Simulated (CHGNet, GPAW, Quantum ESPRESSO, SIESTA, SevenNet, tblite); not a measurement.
**Si in place of C in a relaxed frame of glassy nearly rigid carbon from 5000 K (123 atoms): do the methods agree on the site?**

At which of several sites of a relaxed frame of glassy nearly rigid carbon from 5000 K (123 atoms) does Si in place of C cost least, and do cheaper methods find the same site as plane waves?

The results are calculated values.

## (1) The structure

The cell holds 123 atoms (123 C), with edges of 11.09, 11.09 and 11.09 Å. Recipe: 123 atoms (123 C) placed at random at 1.8 g/cm³, melted at 6000 K for 10 ps at fixed volume with the LCBOP (Los and Fasolino, Phys. Rev. B 68, 024107 (2003)). Snapshot at the end of a hold of 5 ps at 5000 K and fixed volume. Then the atoms were relaxed with SevenNet 0 in the fixed cell.

## (2) The reference input

Quantum ESPRESSO 7.5: Kohn-Sham DFT, PBE, SSSP efficiency 1.3.0 pseudopotentials, plane waves. Its input, pw.in, for the unchanged cell:

```
&control
  calculation = 'scf'
  pseudo_dir = './pseudo'
  outdir = './tmp'
  disk_io = 'none'
  tprnfor = .true.
  tstress = .true.
/
&system
  ibrav = 0
  nat = 123
  ntyp = 1
  ecutwfc = 45
  ecutrho = 360
  nosym = .true.
  occupations = 'smearing'
  smearing = 'fd'
  degauss = 0.003675
/
&electrons
  conv_thr = 6.2e-07
  electron_maxstep = 100
  mixing_beta = 0.2
  mixing_mode = 'local-TF'
  diagonalization = 'david'
/
ATOMIC_SPECIES
C 12.011 C.upf
CELL_PARAMETERS angstrom
11.08510 0.00000 0.00000
0.00000 11.08510 0.00000
0.00000 0.00000 11.08510
ATOMIC_POSITIONS crystal
C 0.57452 0.07446 0.21896
C 0.63050 0.51570 0.03525
C 0.29779 0.35398 0.39557
C 0.24022 0.06515 0.97818
[... 117 atom lines left out ...]
C 0.26805 0.66447 0.26268
C 0.85992 0.62310 0.20777
K_POINTS gamma
```

```console
$ OMP_NUM_THREADS=1 mpirun -np 4 pw.x -in pw.in > output.txt
```

Wall time 2.3 min (4 MPI ranks of Arm Neoverse V1, shared host); peak memory 4 GiB; 9.1 min of CPU time.

It converged with an r.m.s. force component of 0.57 eV/Å and a pressure of -7.5 GPa.

## (3) The levels

The levels share the cells and solve them as single points, though not every level runs every cell. CPU time is summed over a level's finished runs, on a host shared with the other runs, so it is rough; the force column is the median over cells of the r.m.s. difference of force components from the reference.

```
          level                      basis or training data  k-points  runs finished  CPU time  peak memory (GiB)  force difference (meV/Å)
        QE, PBE     plane waves, SSSP efficiency, 45/360 Ry         Γ         4 of 4    39 min                4.1                 reference
  GPAW dzp, PBE                 dzp orbitals, PAW, h 0.18 Å         Γ         3 of 3    21 min                1.9                       206
SIESTA DZP, PBE    DZP orbitals, shift 0.01 Ry, mesh 300 Ry         Γ         3 of 3    22 min                1.6                       341
tblite GFN1-xTB  tight binding with its own dispersion term         Γ         3 of 3      13 s               0.14                       311
  CHGNet r2SCAN           trained on r2SCAN plane-wave data         -         4 of 4      15 s                2.2                       634
     SevenNet 0          trained on PBE(+U) plane-wave data         -         4 of 4      32 s                1.3                       574
```

The reference's own r.m.s. force component runs from 516 to 625 meV/Å over these cells. SevenNet 0 relaxed the atoms, so in the cells that it relaxed its own forces are small, and its entry isn't an independent test there.

## (4) The sites

Each changed cell was relaxed with SevenNet 0 before the single points. Neighbours are the site's nearest atoms before the change.

```csv
site,nearest atoms,their mean distance (Å),atoms within 6 Å,largest move on relaxing (Å),longest force left in the reference (eV/Å)
C22,C2,1.38,80,0.67,2.15
C47,C4,1.52,77,0.34,2.80
C17,C3,1.43,71,0.71,3.37
```

## (5) Site energies

All changed cells hold the same atoms, so within one level their energies compare with no chemical potential. Energies in eV, less that of C22, the reference's cheapest site; the last column is the largest deviation from the reference once each row's mean is taken off.

```csv
level,C22,C47,C17,cheapest,largest deviation
"QE, PBE",0.00,0.95,2.97,C22,-
"GPAW dzp, PBE",0.00,1.39,3.18,C22,0.23
"SIESTA DZP, PBE",0.00,1.51,3.13,C22,0.32
tblite GFN1-xTB,0.00,1.24,2.94,C22,0.20
CHGNet r2SCAN,0.00,-0.01,2.65,C47,0.53
SevenNet 0,0.00,0.56,2.71,C22,0.22
```

## (6) Findings

In the reference the cheapest site is C22 (C2) and the dearest C17 (C3), 3.0 eV higher. 4 of the 5 other levels pick the same cheapest site; CHGNet r2SCAN picks C47. tblite GFN1-xTB follows the reference most closely (0.20 eV at worst) and CHGNet r2SCAN least (0.53 eV).

The other programs at PBE deviate by 0.32 eV at most, the learned potentials by 0.22 to 0.53 eV.

**Limits.** The geometries are those of SevenNet 0; forces of up to 3.4 eV/Å remain in the reference, so relaxing in DFT would lower the energies, by amounts that can differ from site to site and can change the order. For SevenNet 0 alone these are relaxed energies. Defects interact with their periodic images. Only 3 of the 123 C sites are compared. Learned potentials don't solve for electrons, so the charge or spin state of a defect can't be set in them. The reference samples only Γ, in a cell whose shortest periodic width is 11 Å. The reference isn't exact: its cutoffs and mesh weren't converged further here. SIESTA's automatically made basis is far from complete, and its potentials were converted by us (checked for H, C, O, Si, Ge and Ca alone). Where levels are smeared, the DFT runs use Fermi–Dirac occupations at 580 K (0.05 eV), and energies are free energies.

[Logs are printed without paths, hosts, clocks, repeated set-up lines and the standing remarks that a program may print on its own settings, such as how far it seeks lower states.]

[Hosts, paths, dates, database ids (printed as entryN), source tags and the programs' standing remarks are cut or masked in the printed files.]
